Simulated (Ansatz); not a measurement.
# O on Ta(110): change of the work function

How does O on the hollow site change the work function of Ta(110) as the layer fills?

Main program and level: Ansatz 0.2.0; plane-wave DFT, PBE, Ansatz PAW (set soft_1); PAW set soft_1.

## 1. Starting point

The cell holds 4 atoms: 4 Ta. Cell: a = 2.867 Å, b = 2.867 Å, c = 25.022 Å, α = 90.0°, β = 90.0°, γ = 70.5°. Vacuum lies along c.

## 2. The clean slab

The bare slab comes first, as the zero from which every change is counted. The two lowest layers are held at bulk places and the upper ones relax. The dipole correction removes the false field that a one-sided slab makes across the periodic vacuum, so each face gets a flat vacuum level of its own.

Contents of input.yaml:

```yaml
crystal:
  lattice:
    - [2.3405234457, -1.655, 0.0]
    - [2.3405234457, 1.655, 0.0]
    - [0.0, 0.0, 25.0215703372]
  atoms:
    - { symbol: Ta, position: [0.0, 0.0, 0.3596896549] }
    - { symbol: Ta, position: [0.5, 0.5, 0.453229885] }
    - { symbol: Ta, position: [0.0, 0.0, 0.546770115] }
    - { symbol: Ta, position: [0.5, 0.5, 0.6403103451] }
kpoints:
  mp_grid: { grid: [12, 12, 1] }
hamiltonian:
  xc: pbe
  pseudopotentials: { kind: paw, azcp: { folder: soft_1 } }
scf:
  occupations: { method: fermi_dirac, width: 0.1 }
  convergence: { dr2_threshold: 1.0e-08 }
efield:
  axis: 3
  dipole_correction: true
  ramp_position: 0.97
  ramp_width: 0.06
relax:
  f_tol: 0.02
  max_steps: 60
  constraints: [{ sites: [0, 1] }]
output:
  write_potential: true
  write_density: true
  volumetric_format: npy
```

Launch:

```sh
$ ansatz run input.yaml --threads 4 --pin off --max-ram 16384MiB --backend cpu --events-out ev --progress --plain --runs-dir out
```

Numbers of over 12 decimals in the logs are rounded to 6 here.

What it wrote:

```text
Engine: ansatz 0.2.0, aarch64-unknown-linux-gnu
Pseudopotentials: kind: paw
Pseudopotential: Ta, paw, valence charge 13, recommended cutoff 420 eV (normal), soft_1/Ta.paw.azcp
Functional definition: PBE
  parameter kappa = 0.804
  parameter beta = 0.066725
  exchange = pbe_x(kappa = kappa, mu = beta*pi^2/3)
  correlation = pbe_c(beta = beta)
Crystal: 4 atoms, lattice volume = 193.845 Å³
Basis set: ecut = 420 eV, 3793 PW (Γ), exchange–correlation on 40×40×360 points (8 copies of the dense FFT grid, shifted against one another)
Bands: 32, of which v1, the nominal top of the filled ones, is band 26 counted from 1 (25 counted from 0)
Symmetry: 4 space group operations
k-points: 43 of 144
Non-local potential: Ta, projectors of the file, l = 0: 3, l = 1: 2, l = 2: 2, l = 3: 1
PAW form: soft (Blöchl's): semilocal exchange-correlation on the pseudo side does not see the compensation charge
PAW one-centre angular grid: Ta, 590 points (default); XC on 64 Gauss nodes
Initial density: superposition of atomic densities (neutral atoms: chi_scale 0, normalization atom)
Initial wavefunctions: pseudopotential atomic-orbital guess
Functional: x = pbe(κ = 0.804, μ = 0.219515), c = pbe(β = 0.066725)
SCF iter   1: F=—  HF=-39733.470330 eV  |F-HF|=—  |Δ(HF+E_count)|=         —  Δρ=4.04e-2  dr2=4.25e1  ethr=3.10e-3  p=-0.000 e·Å  D=-2.47e-14 V/Å  ΔV_dip=0.00 eV  dr2_dipole=2.55e-8  V_vac-E_F(+/−)=7.31/7.31 eV  ⟨swp⟩=8.7  Hψ=7035  notcnv=0
efield: sawtooth ramp at fractional position 0.9700 (set: `efield.ramp_position`, or a place that a band, a saddle search or an elastic batch's reference lends), width 0.0600; the density the first Hamiltonian is built on has a dipole p = -0.000 e·Å; the dipole correction subtracts the counter field D = -2.47e-14 V/Å, which shifts the + side's vacuum level by +0.00 eV against the − side's; the planar-averaged density in the ramp window peaks in size at 1.7e-6 e/Å³
preconditioner: auto → LDOS  [metal: Δε(μ)=0.015 eV  Ē_g=4.411 eV  σ=0.100 eV  W_gap=0.04  n_scr=16 (ndim 8)  ℏωp=11.9 eV  f_vac=0.540  D(μ)=4.27/eV (n_scr^D=14)  β→1.0]
SCF iter   2: F=—  HF=-39731.260800 eV  |F-HF|=—  |Δ(HF+E_count)|=    2.21e0  Δρ=2.48e-2  dr2=1.60e1  ethr=3.10e-3  p=0.000 e·Å  D=5.47e-5 V/Å  ΔV_dip=-0.00 eV  dr2_dipole=9.12e-9  V_vac-E_F(+/−)=4.15/4.15 eV  ⟨swp⟩=4.2  Hψ=3462  notcnv=0
SCF iter   3: F=—  HF=-39730.712904 eV  |F-HF|=—  |Δ(HF+E_count)|=   5.48e-1  Δρ=5.30e-3  dr2=5.33e-1  ethr=3.10e-3  p=0.000 e·Å  D=9.94e-6 V/Å  ΔV_dip=-0.00 eV  dr2_dipole=1.18e-8  V_vac-E_F(+/−)=5.26/5.26 eV  ⟨swp⟩=3.6  Hψ=3093  notcnv=0
SCF iter   4: F=—  HF=-39730.697614 eV  |F-HF|=—  |Δ(HF+E_count)|=   1.53e-2  Δρ=1.52e-3  dr2=1.87e-2  ethr=1.02e-3  p=0.000 e·Å  D=8.49e-6 V/Å  ΔV_dip=-0.00 eV  dr2_dipole=2.67e-8  V_vac-E_F(+/−)=4.91/4.91 eV  ⟨swp⟩=2.0  Hψ=1761  notcnv=0
SCF iter   5: F=—  HF=-39730.696114 eV  |F-HF|=—  |Δ(HF+E_count)|=   1.50e-3  Δρ=7.07e-4  dr2=8.61e-3  ethr=3.59e-5  p=0.000 e·Å  D=3.11e-6 V/Å  ΔV_dip=-0.00 eV  dr2_dipole=1.91e-10  V_vac-E_F(+/−)=4.84/4.84 eV  ⟨swp⟩=2.0  Hψ=1816  notcnv=0
SCF iter   6: F=—  HF=-39730.695980 eV  |F-HF|=—  |Δ(HF+E_count)|=   1.34e-4  Δρ=1.77e-4  dr2=2.11e-4  ethr=1.66e-5  p=0.000 e·Å  D=1.86e-6 V/Å  ΔV_dip=-0.00 eV  dr2_dipole=4.67e-11  V_vac-E_F(+/−)=4.83/4.83 eV  ⟨swp⟩=1.2  Hψ=1399  notcnv=0
SCF iter   7: F=—  HF=-39730.695970 eV  |F-HF|=—  |Δ(HF+E_count)|=   9.73e-6  Δρ=5.51e-5  dr2=9.36e-6  ethr=4.07e-7  p=0.000 e·Å  D=6.56e-7 V/Å  ΔV_dip=-0.00 eV  dr2_dipole=2.61e-11  V_vac-E_F(+/−)=4.82/4.82 eV  ⟨swp⟩=2.1  Hψ=2297  notcnv=0
SCF iter   8: F=—  HF=-39730.695852 eV  |F-HF|=—  |Δ(HF+E_count)|=   1.18e-4  Δρ=1.79e-5  dr2=2.30e-6  ethr=1.80e-8  p=0.000 e·Å  D=2.35e-7 V/Å  ΔV_dip=-0.00 eV  dr2_dipole=3.54e-12  V_vac-E_F(+/−)=4.81/4.81 eV  ⟨swp⟩=2.8  Hψ=2527  notcnv=0
SCF iter   9: F=—  HF=-39730.695853 eV  |F-HF|=—  |Δ(HF+E_count)|=   5.12e-7  Δρ=4.46e-6  dr2=1.15e-7  ethr=4.42e-9  p=0.000 e·Å  D=7.51e-8 V/Å  ΔV_dip=-0.00 eV  dr2_dipole=3.88e-14  V_vac-E_F(+/−)=4.81/4.81 eV  ⟨swp⟩=2.0  Hψ=1617  notcnv=0
SCF iter  10: F=-39730.695853 eV  HF=-39730.695853 eV  |F-HF|=7.18e-9  |Δ(HF+E_count)|=   6.04e-8  Δρ=1.01e-6  dr2=3.47e-9  ethr=1.92e-11  p=0.000 e·Å  D=2.41e-8 V/Å  ΔV_dip=-0.00 eV  dr2_dipole=3.23e-16  V_vac-E_F(+/−)=4.81/4.81 eV  ⟨swp⟩=11.0  Hψ=10636  notcnv=0
SCF 1 converged in 10 iterations: F = -39730.695853 eV  dr2 = 3.47e-9
  greatest PAW one-centre occupation: 0.999 electrons in one spin orbital (limit 2), on the Ta atom at site 2 (counted from 0), in its partial waves of l = 0
relax step   1: F+E_penalty+E_count = -39730.69585294 eV  Δ(F+E_penalty+E_count) = +0.000e0 eV  max|allowed force component| = 4.146e-1 eV/Å  Δτ_max = 0.0000 Å  (10 SCF iters, accepted)
Initial density: handed on by an earlier stage of this run
Initial wavefunctions: those handed on with the density
iter 1 solved again at ethr=2.34e-3 eV; its pass at ethr=3.10e-3 eV (dr2=1.22e0 eV) is discarded
SCF iter   1: F=—  HF=-39730.772528 eV  |F-HF|=—  |Δ(HF+E_count)|=         —  Δρ=1.01e-2  dr2=1.13e0  ethr=2.34e-3  p=-0.000 e·Å  D=-3.23e-7 V/Å  ΔV_dip=0.00 eV  dr2_dipole=4.05e-3  V_vac-E_F(+/−)=4.85/4.85 eV  ⟨swp⟩=1.2  Hψ=5142  notcnv=0
efield: sawtooth ramp at fractional position 0.9700 (set: `efield.ramp_position`, or a place that a band, a saddle search or an elastic batch's reference lends), width 0.0600; the density the first Hamiltonian is built on has a dipole p = -0.000 e·Å; the dipole correction subtracts the counter field D = -3.23e-7 V/Å, which shifts the + side's vacuum level by +0.00 eV against the − side's; the planar-averaged density in the ramp window peaks in size at 3.8e-6 e/Å³
preconditioner: auto → LDOS  [metal: Δε(μ)=0.001 eV  Ē_g=3.959 eV  σ=0.100 eV  W_gap=0.00  n_scr=16 (ndim 8)  ℏωp=11.9 eV  f_vac=0.554  D(μ)=5.52/eV (n_scr^D=18)  β→1.0]
SCF iter   2: F=—  HF=-39730.697448 eV  |F-HF|=—  |Δ(HF+E_count)|=   7.51e-2  Δρ=5.43e-3  dr2=2.67e-1  ethr=2.18e-3  p=0.012 e·Å  D=1.11e-2 V/Å  ΔV_dip=-0.28 eV  dr2_dipole=1.22e-2  V_vac-E_F(+/−)=4.53/4.81 eV  ⟨swp⟩=2.6  Hψ=2099  notcnv=0
SCF iter   3: F=—  HF=-39730.678284 eV  |F-HF|=—  |Δ(HF+E_count)|=   1.92e-2  Δρ=1.88e-3  dr2=3.06e-2  ethr=5.14e-4  p=0.006 e·Å  D=5.74e-3 V/Å  ΔV_dip=-0.14 eV  dr2_dipole=1.47e-3  V_vac-E_F(+/−)=4.68/4.83 eV  ⟨swp⟩=2.6  Hψ=2556  notcnv=0
SCF iter   4: F=—  HF=-39730.673999 eV  |F-HF|=—  |Δ(HF+E_count)|=   4.28e-3  Δρ=4.55e-4  dr2=8.07e-4  ethr=5.89e-5  p=0.007 e·Å  D=6.16e-3 V/Å  ΔV_dip=-0.15 eV  dr2_dipole=3.01e-5  V_vac-E_F(+/−)=4.67/4.82 eV  ⟨swp⟩=3.0  Hψ=2415  notcnv=0
SCF iter   5: F=—  HF=-39730.674170 eV  |F-HF|=—  |Δ(HF+E_count)|=   1.71e-4  Δρ=1.61e-4  dr2=1.21e-4  ethr=1.55e-6  p=0.006 e·Å  D=5.93e-3 V/Å  ΔV_dip=-0.15 eV  dr2_dipole=1.06e-5  V_vac-E_F(+/−)=4.67/4.82 eV  ⟨swp⟩=2.4  Hψ=2084  notcnv=0
SCF iter   6: F=—  HF=-39730.674206 eV  |F-HF|=—  |Δ(HF+E_count)|=   3.54e-5  Δρ=4.91e-5  dr2=2.17e-5  ethr=2.32e-7  p=0.006 e·Å  D=5.57e-3 V/Å  ΔV_dip=-0.14 eV  dr2_dipole=5.07e-6  V_vac-E_F(+/−)=4.68/4.82 eV  ⟨swp⟩=2.3  Hψ=1986  notcnv=0
SCF iter   7: F=—  HF=-39730.674216 eV  |F-HF|=—  |Δ(HF+E_count)|=   9.80e-6  Δρ=1.59e-5  dr2=1.43e-6  ethr=4.17e-8  p=0.006 e·Å  D=5.45e-3 V/Å  ΔV_dip=-0.14 eV  dr2_dipole=1.35e-10  V_vac-E_F(+/−)=4.69/4.82 eV  ⟨swp⟩=2.1  Hψ=1792  notcnv=0
SCF iter   8: F=—  HF=-39730.674082 eV  |F-HF|=—  |Δ(HF+E_count)|=   1.33e-4  Δρ=4.56e-6  dr2=5.43e-8  ethr=2.75e-9  p=0.006 e·Å  D=5.36e-3 V/Å  ΔV_dip=-0.13 eV  dr2_dipole=6.68e-10  V_vac-E_F(+/−)=4.69/4.82 eV  ⟨swp⟩=2.3  Hψ=2050  notcnv=0
SCF iter   9: F=—  HF=-39730.674082 eV  |F-HF|=—  |Δ(HF+E_count)|=   5.99e-8  Δρ=1.50e-6  dr2=1.23e-8  ethr=1.92e-11  p=0.006 e·Å  D=5.34e-3 V/Å  ΔV_dip=-0.13 eV  dr2_dipole=3.17e-9  V_vac-E_F(+/−)=4.69/4.82 eV  ⟨swp⟩=11.0  Hψ=10837  notcnv=0
SCF iter  10: F=-39730.674082 eV  HF=-39730.674082 eV  |F-HF|=1.80e-9  |Δ(HF+E_count)|=   1.61e-8  Δρ=4.31e-7  dr2=4.32e-10  ethr=1.92e-11  p=0.006 e·Å  D=5.34e-3 V/Å  ΔV_dip=-0.13 eV  dr2_dipole=5.77e-11  V_vac-E_F(+/−)=4.69/4.82 eV  ⟨swp⟩=9.8  Hψ=9415  notcnv=0
SCF 2 converged in 10 iterations: F = -39730.674082 eV  dr2 = 4.32e-10
relax step   2: F+E_penalty+E_count = -39730.67408250 eV  Δ(F+E_penalty+E_count) = +2.177e-2 eV  max|allowed force component| = 7.813e-1 eV/Å  Δτ_max = 0.1926 Å  (10 SCF iters, rejected (line search))
iter 1 solved again at ethr=8.28e-4 eV; its pass at ethr=3.10e-3 eV (dr2=4.31e-1 eV) is discarded
SCF iter   1: F=—  HF=-39730.748368 eV  |F-HF|=—  |Δ(HF+E_count)|=         —  Δρ=5.73e-3  dr2=4.22e-1  ethr=8.28e-4  p=0.006 e·Å  D=5.34e-3 V/Å  ΔV_dip=-0.13 eV  dr2_dipole=3.78e-3  V_vac-E_F(+/−)=4.67/4.80 eV  ⟨swp⟩=1.4  Hψ=4852  notcnv=0
efield: sawtooth ramp at fractional position 0.9700 (set: `efield.ramp_position`, or a place that a band, a saddle search or an elastic batch's reference lends), width 0.0600; the density the first Hamiltonian is built on has a dipole p = 0.006 e·Å; the dipole correction subtracts the counter field D = 5.34e-3 V/Å, which shifts the + side's vacuum level by -0.13 eV against the − side's; the planar-averaged density in the ramp window peaks in size at 2.1e-6 e/Å³
preconditioner: auto → LDOS  [metal: Δε(μ)=0.011 eV  Ē_g=3.847 eV  σ=0.100 eV  W_gap=0.03  n_scr=16 (ndim 8)  ℏωp=11.9 eV  f_vac=0.547  D(μ)=5.97/eV (n_scr^D=30)  β→1.0]
SCF iter   2: F=—  HF=-39730.721417 eV  |F-HF|=—  |Δ(HF+E_count)|=   2.70e-2  Δρ=2.91e-3  dr2=4.86e-2  ethr=8.11e-4  p=-0.002 e·Å  D=-1.55e-3 V/Å  ΔV_dip=0.04 eV  dr2_dipole=1.21e-3  V_vac-E_F(+/−)=4.86/4.82 eV  ⟨swp⟩=2.2  Hψ=2044  notcnv=0
SCF iter   3: F=—  HF=-39730.717041 eV  |F-HF|=—  |Δ(HF+E_count)|=   4.38e-3  Δρ=1.15e-3  dr2=1.39e-2  ethr=9.36e-5  p=0.002 e·Å  D=2.13e-3 V/Å  ΔV_dip=-0.05 eV  dr2_dipole=1.43e-3  V_vac-E_F(+/−)=4.76/4.82 eV  ⟨swp⟩=2.8  Hψ=2660  notcnv=0
SCF iter   4: F=—  HF=-39730.715477 eV  |F-HF|=—  |Δ(HF+E_count)|=   1.56e-3  Δρ=3.33e-4  dr2=1.38e-3  ethr=2.67e-5  p=0.002 e·Å  D=1.81e-3 V/Å  ΔV_dip=-0.05 eV  dr2_dipole=2.54e-4  V_vac-E_F(+/−)=4.77/4.82 eV  ⟨swp⟩=2.1  Hψ=1808  notcnv=0
SCF iter   5: F=—  HF=-39730.715420 eV  |F-HF|=—  |Δ(HF+E_count)|=   5.71e-5  Δρ=1.04e-4  dr2=8.02e-5  ethr=2.65e-6  p=0.002 e·Å  D=1.72e-3 V/Å  ΔV_dip=-0.04 eV  dr2_dipole=6.72e-6  V_vac-E_F(+/−)=4.77/4.81 eV  ⟨swp⟩=1.9  Hψ=1542  notcnv=0
SCF iter   6: F=—  HF=-39730.715425 eV  |F-HF|=—  |Δ(HF+E_count)|=   5.42e-6  Δρ=2.73e-5  dr2=2.20e-6  ethr=1.54e-7  p=0.002 e·Å  D=1.84e-3 V/Å  ΔV_dip=-0.05 eV  dr2_dipole=4.83e-8  V_vac-E_F(+/−)=4.77/4.81 eV  ⟨swp⟩=2.7  Hψ=2437  notcnv=0
SCF iter   7: F=—  HF=-39730.715296 eV  |F-HF|=—  |Δ(HF+E_count)|=   1.29e-4  Δρ=1.03e-5  dr2=3.62e-7  ethr=4.24e-9  p=0.002 e·Å  D=1.92e-3 V/Å  ΔV_dip=-0.05 eV  dr2_dipole=3.91e-8  V_vac-E_F(+/−)=4.77/4.81 eV  ⟨swp⟩=2.3  Hψ=2145  notcnv=0
SCF iter   8: F=—  HF=-39730.715296 eV  |F-HF|=—  |Δ(HF+E_count)|=   2.68e-7  Δρ=2.59e-6  dr2=4.59e-8  ethr=6.96e-10  p=0.002 e·Å  D=1.99e-3 V/Å  ΔV_dip=-0.05 eV  dr2_dipole=6.19e-9  V_vac-E_F(+/−)=4.76/4.81 eV  ⟨swp⟩=2.2  Hψ=2001  notcnv=0
SCF iter   9: F=-39730.715296 eV  HF=-39730.715296 eV  |F-HF|=7.06e-9  |Δ(HF+E_count)|=   1.74e-8  Δρ=9.59e-7  dr2=3.07e-9  ethr=1.92e-11  p=0.002 e·Å  D=2.01e-3 V/Å  ΔV_dip=-0.05 eV  dr2_dipole=2.10e-10  V_vac-E_F(+/−)=4.76/4.81 eV  ⟨swp⟩=10.5  Hψ=10415  notcnv=0
SCF 3 converged in 9 iterations: F = -39730.715296 eV  dr2 = 3.07e-9
relax step   3: F+E_penalty+E_count = -39730.71529607 eV  Δ(F+E_penalty+E_count) = -1.944e-2 eV  max|allowed force component| = 1.790e-2 eV/Å  Δτ_max = 0.0885 Å  (9 SCF iters, accepted)
NSCF: frozen V_eff on 43 k-points
the band table was solved once a step of the walk had ended and its energy, with any forces and stress, was formed, with the checks that follow a solve (7060 applications of the Hamiltonian). They found nothing against the state; the energy, forces and stress were not computed again (output.eigenvalues in the input reference)
SCF converged after 9 iterations
Free energy (F): -39730.715296 eV
Harris-Foulkes:  -39730.715296 eV  (|F-HF|=7.06e-9)
Internal energy: -39730.526412 eV  (E = F + TS)
E sigma→0 (E₀):  -39730.620854 eV
Entropy (-TS):   -0.188885 eV (-47.221 meV/atom)
Fermi energy:    4.054814 eV
Dipole field:    D = 0.002025 V/Å  (p = 0.002170 e·Å, saw-weighted, corrected)
Work function:   Φ+ = 4.7643 eV   Φ− = 4.8149 eV
Levels:          The Fermi level and band energies are counted from a zero that moves with the ramp; work functions are not
--- Per-component energies (eV) ---
  E_band       = -1178.291845
  E_kinetic    = 1568.526627
  E_local      = -55626.631560  (includes V_loc(G=0)·N_el)
  E_nonlocal   = -44.056760
  E_hartree    = 27132.529786
  E_xc         = -1281.267391
  E_vxc        = -929.553859  (∫ρ·V_xc dr)
  E_paw        = -33218.086578  (= ΣΔE_a)
  E_vpaw       = -411.640965  (= ΣTr[D̂ρ^β])
  E_aug_tail   = 0.000372  (compensation charges beyond the density's cutoff)
  E_efield     = 0.000002  (sawtooth field / dipole correction)
  E_vefield    = 0.002264  (∫n·V_field dr)
  E_ewald      = 21738.459090
  E_smearing   = -0.188885  (= −TS)
  E_closure    = -0.000000  (closes the sum)
  Σ components = -39730.715296   (vs F -39730.715296, Δ=0.00e0)
--- Forces (eV/Å), atoms counted from 1 ---
  atom   1  Ta     0.00000000     0.00000000     0.43130047
  atom   2  Ta     0.00000000     0.00000000    -0.43293159
  atom   3  Ta     0.00000000     0.00000000    -0.01625941
  atom   4  Ta     0.00000000     0.00000000     0.01790071
  max |Σ_I F_I| component: 1.02e-5 eV/Å
--- Band table (eV; the first three rows and the last of 43) ---
  k-point 0: bands = [... 22 lower, 3.5326, 3.7517, 3.8570, 4.4224, 4.4709, 4.6115, 5.0700, 5.2961, ... 2 higher]
  k-point 1: bands = [... 22 lower, 3.4492, 3.7332, 3.8559, 4.2092, 4.4033, 4.6834, 5.0005, 5.1567, ... 2 higher]
  k-point 2: bands = [... 22 lower, 3.2782, 3.5714, 3.7652, 3.8503, 4.0793, 4.3608, 5.1752, 5.4147, ... 2 higher]
  k-point 42: bands = [... 22 lower, 2.8527, 3.3065, 4.1827, 5.6253, 5.9299, 6.4243, 6.4753, 6.5199, ... 2 higher]
--- Relaxed structure (3 steps of the walk, 2 accepted, 0 SCFs on fresh bases) ---
  F+E_penalty+E_count = -39730.71529607 eV   max|allowed force component| = 1.790e-2 eV/Å
  atoms:
    - { symbol: Ta, position: [0.0, 0.0, 0.3596896549] }
    - { symbol: Ta, position: [0.5, 0.5, 0.453230] }
    - { symbol: Ta, position: [0.0, 0.0, 0.546878] }
    - { symbol: Ta, position: [0.5, 0.5, 0.636773] }
```

Wall time 21 s (4 threads of Arm Neoverse V1, shared host); peak memory 0.56 GiB; 80 s of CPU time.

Relaxation path:

```
step  energy less that of the first step (eV)  largest force component (eV/Å)
   1                                   0.0000                          0.4146
   2                                   0.0218                          0.7813
   3                                  -0.0194                          0.0179
```

Relaxation step 2 was tried and not accepted.

Forces are held to the 4 operations that the run works with; a distortion that breaks them can't arise in this run.

The atoms that moved most (Å):

```
atom     dx     dy      dz  length
 Ta4  0.000  0.000  -0.089   0.089
```

Final coordinates:

```cif
data_structure
_symmetry_space_group_name_H-M 'P 1'
_symmetry_Int_Tables_number 1
_cell_length_a 2.8665
_cell_length_b 2.8665
_cell_length_c 25.0216
_cell_angle_alpha 90.000
_cell_angle_beta 90.000
_cell_angle_gamma 70.529
_cell_volume 193.85
loop_
_atom_site_label
_atom_site_type_symbol
_atom_site_fract_x
_atom_site_fract_y
_atom_site_fract_z
_atom_site_occupancy
Ta1 Ta 0.00000 0.00000 0.35969 1
Ta2 Ta 0.50000 0.50000 0.45323 1
Ta3 Ta 0.00000 0.00000 0.54688 1
Ta4 Ta 0.50000 0.50000 0.63677 1
```

This step gave:

| Property | Result |
| --- | --- |
| energy at zero smearing | -39730.6209 eV |
| work function, upper face | 4.764 eV |
| work function, lower face | 4.815 eV |
| dipole along the normal | 0.002170 e·Å |
| step between the vacuum levels | -0.05068 eV |

Running mean over 2.341 Å of the planar mean; the ramp of the sawtooth is left out. Electron's electrostatic potential energy less the Fermi level against z:

z (Å), electron's electrostatic potential energy less the Fermi level (eV) and a bar from the least value:
```
      3.5        4.8 ##############################
      4.0        4.8 ##############################
      4.5        4.8 ##############################
      5.0        4.8 ##############################
      5.5        4.8 ##############################
      6.0        4.6 ##############################
      6.5        4.2 #############################
      7.0        3.0 ##########################
      7.5       -0.2 ####################
      8.0       -4.9 ###########
      8.5       -8.5 ####
      9.0       -9.7 #
      9.5       -9.7 #
     10.0       -9.6 ##
     10.5       -9.6 ##
     11.0       -9.6 ##
     11.5       -9.6 ##
     12.0       -9.6 ##
     12.5       -9.6 ##
     13.0       -9.6 ##
     13.5       -9.6 ##
     14.0       -9.9 #
     14.5      -10.3 
     15.0      -10.4 
     15.5      -10.1 #
     16.0       -9.7 #
     16.5       -8.2 ####
     17.0       -4.3 ############
     17.5        0.3 #####################
     18.0        3.2 ###########################
     18.5        4.3 #############################
     19.0        4.6 ##############################
     19.5        4.7 ##############################
     20.0        4.7 ##############################
     20.5        4.8 ##############################
     21.0        4.8 ##############################
     21.5        4.8 ##############################
```

The relaxation took 3 steps and lowered the energy by 0.019 eV; the largest force on the free atoms ends at 0.018 eV/Å.

The work function of the upper face is 4.76 eV.

[end of part 1 of 4]

[Logs are printed without paths, hosts, clocks, repeated set-up lines and the standing remarks that a program may print on its own settings, such as how far it seeks lower states.]

[Hosts, paths, dates, database ids (printed as entryN), source tags and the programs' standing remarks are cut or masked in the printed files.]

[Maps of the electrostatic potential energy from Ansatz leave out the sawtooth potential of an applied field or a dipole correction, so their vacuum need not be flat; planar profiles and work functions include it.]
